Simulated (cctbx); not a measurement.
# Diagnosing a refinement

Cell a = 8.5050 Å, b = 8.5050 Å, c = 8.5050 Å, α = 90.00°, β = 90.00°, γ = 90.00°; space group Fd-3m (no. 227, origin choice 1). The compound is KMn2.

Simulated single-crystal data (cctbx): Mo Kα, λ = 0.71073 Å, to d = 0.65 Å, 80 % of the full sphere, strongest reflection 5000 counts, noise from counting, a 1.5 % proportional error and a noise floor of 4 counts (s.d.); no absorption.

An anisotropic refinement with weights 1/σ² prints:

```text
Rint 0.036, 78 unique reflections to 0.65 A
cycle     R1     wR2    GooF  max shift (A)
   1  0.2706  0.4339  32.414   0.00000
   2  0.1786  0.3256  24.323   0.00000
final R1 0.1783 wR2 0.3256 GooF 24.322  parameters 3  data/parameter 26.0
atom        x        y        z      Ueq    occ   su(xyz)  su(Uiso or U11)
K1     0.37500  0.12500  0.37500   0.0072  1.000  0.00000  0.0016
Mn1    0.25000  0.75000  0.25000   0.0180  1.000  0.00000  0.0023
difference map: max 10.79 min -7.35 rms 1.26
Q1    0.1250  0.1250  0.1250   16   10.99  0.00 A from K1
Q2    0.0000  0.0000  0.3881   48    0.97  0.95 A from Mn1
Q3    0.0629  0.0629  0.5629   32    0.91  0.93 A from Mn1
Q4    0.0177  0.0786  0.4214   96    0.80  0.96 A from Mn1
Q5    0.0336  0.0336  0.2124   96    0.61  1.33 A from K1
Q6    0.0954  0.0954  0.9046   32    0.55  1.91 A from K1
```

Q: Accept it or mend it, and why?

Mend it. The fault: elements exchanged: Mn1 is K and K1 is Mn. Against the right model at the same level, R1 goes from 0.0075 to 0.1783 and GooF from 1.11 to 24.32, U of K1 shrinks from 0.0164 to 0.0072 Å², U of Mn1 swells from 0.0084 to 0.0180 Å², the top difference peak, 11.0 e/Å³, lies on K1 and a hole of -7.3 e/Å³ opens. Mn1 has 6 electrons too many and its U swells to shed them, as expected; K1 has 6 electrons too few and its U shrinks to make up, as expected.

The compound is KMn2. The right model at the same level gives:

```text
Rint 0.036, 78 unique reflections to 0.65 A
cycle     R1     wR2    GooF  max shift (A)
   1  0.0364  0.0739   5.519   0.00000
   2  0.0075  0.0149   1.110   0.00000
final R1 0.0075 wR2 0.0149 GooF 1.110  parameters 3  data/parameter 26.0
atom        x        y        z      Ueq    occ   su(xyz)  su(Uiso or U11)
Mn1    0.37500  0.12500  0.37500   0.0164  1.000  0.00000  0.0001
K1     0.25000  0.75000  0.25000   0.0084  1.000  0.00000  0.0001
difference map: max 0.17 min -0.32 rms 0.06
Q1    0.0117  0.1772  0.6772   96    0.19  2.09 A from Mn1
Q2    0.0375  0.0375  0.9625   32    0.18  1.74 A from Mn1
Q3    0.0349  0.1250  0.2151   96    0.18  1.08 A from Mn1
Q4    0.0367  0.0982  0.4018   96    0.17  1.22 A from K1
Q5    0.0708  0.0708  0.0708   32    0.16  0.80 A from Mn1
Q6    0.0607  0.0607  0.5607   32    0.15  0.89 A from K1
```

Isotropic U is held between 0.0001 and 1 Å² by the program, and listed peak heights are interpolated, so they can pass the grid's maximum.

The model was made for the exercise: a known structure type with other elements put in, its volume estimated, not relaxed; displacement parameters are assumed.

[Middle refinement cycles are left out of these outputs.]

[Logs are printed without paths, hosts, clocks, repeated set-up lines and the standing remarks that a program may print on its own settings, such as how far it seeks lower states.]
